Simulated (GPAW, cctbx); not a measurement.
## By hand: from a DFT structure factor to an extinction distance in PPb3C

PPb3C, Pm-3m (no. 221), a = 4.9756 Å, b = 4.9756 Å, c = 4.9756 Å, α = 90.00°, β = 90.00°, γ = 90.00°.

```
atom  mult.    x    y    z
 Pb1      3  1/2    0  1/2
  P1      1    0    0    0
  C1      1  1/2  1/2  1/2
```

The cell comes from substitution in a known structure type and wasn't matched to any measured phase.

A DFT run (GPAW, PBE, 550 eV, 5×5×5 k-points, Fermi–Dirac width 0.1 eV) gives the static X-ray structure factor of 011 as 57.474 e for the conventional cell; superposed free atoms give 57.927 e. **Problem.** Find the Fourier component V of the crystal potential and the two-beam extinction distance at 200 kV in both cases.

### 1. Geometry

The cell volume is Ω = 123.18 Å³ and d(011) = 3.5183 Å, so g = 1/d = 0.2842 Å⁻¹.

### 2. The nuclei

Electrons feel nuclei as well as electrons, so the nuclear charges are summed with the same phases.

Phase sums Σ exp(2πi h·x), turned so that the total is real and positive: Pb +1.000, P -1.000, C -1.000. Then F_Z = 82 × (+1.000) + 15 × (-1.000) + 6 × (-1.000) = 61.00 e. The electron term has the same sign for this reflection.

### 3. Mott–Bethe

Poisson's equation, term by term, gives V = (e/4πε₀)(F_Z − F)/(πΩg²), with e/4πε₀ = 14.3996 V Å.

The prefactor is 14.3996 × 3.5183²/(π × 123.18) = 0.46059 V per electron. Free atoms: (61.00 − 57.927) × 0.46059 = 1.415 V. Crystal: (61.00 − 57.474) × 0.46059 = 1.624 V. F changes by -0.78 % and V by +14.7 %: the same 0.45 e is measured against F_Z − F = 3.1 e in place of F = 57.9 e.

### 4. Extinction distance

In the two-beam case ξ = 1/(λU) with U = 2γm₀eV/h², that is ξ = 150.41 V Å²/(γλV).

At 200 kV, λ = 0.02508 Å and γ = 1.3914. Free atoms: ξ = 3045 Å. Crystal: ξ = 2654 Å. The thickness fringes go as sin²(πt/ξ), so the two patterns slip by a quarter of a period when t|1/ξ₁ − 1/ξ₀| = 1/4, at t ≈ 516 nm. Thermal motion, absorption and many-beam coupling, left out here, change a real pattern.

### 5. Answer

V(011) is 1.62 V against 1.42 V, and ξ is 2654 against 3045 Å. Limits: static atoms, two beams.

[Outputs are excerpts: Python notices, other lines and further rows are left out; steps that failed or that the build refused (PBEsol, TPSS) are not shown.]

[Logs are printed without paths, hosts, clocks, repeated set-up lines and the standing remarks that a program may print on its own settings, such as how far it seeks lower states.]
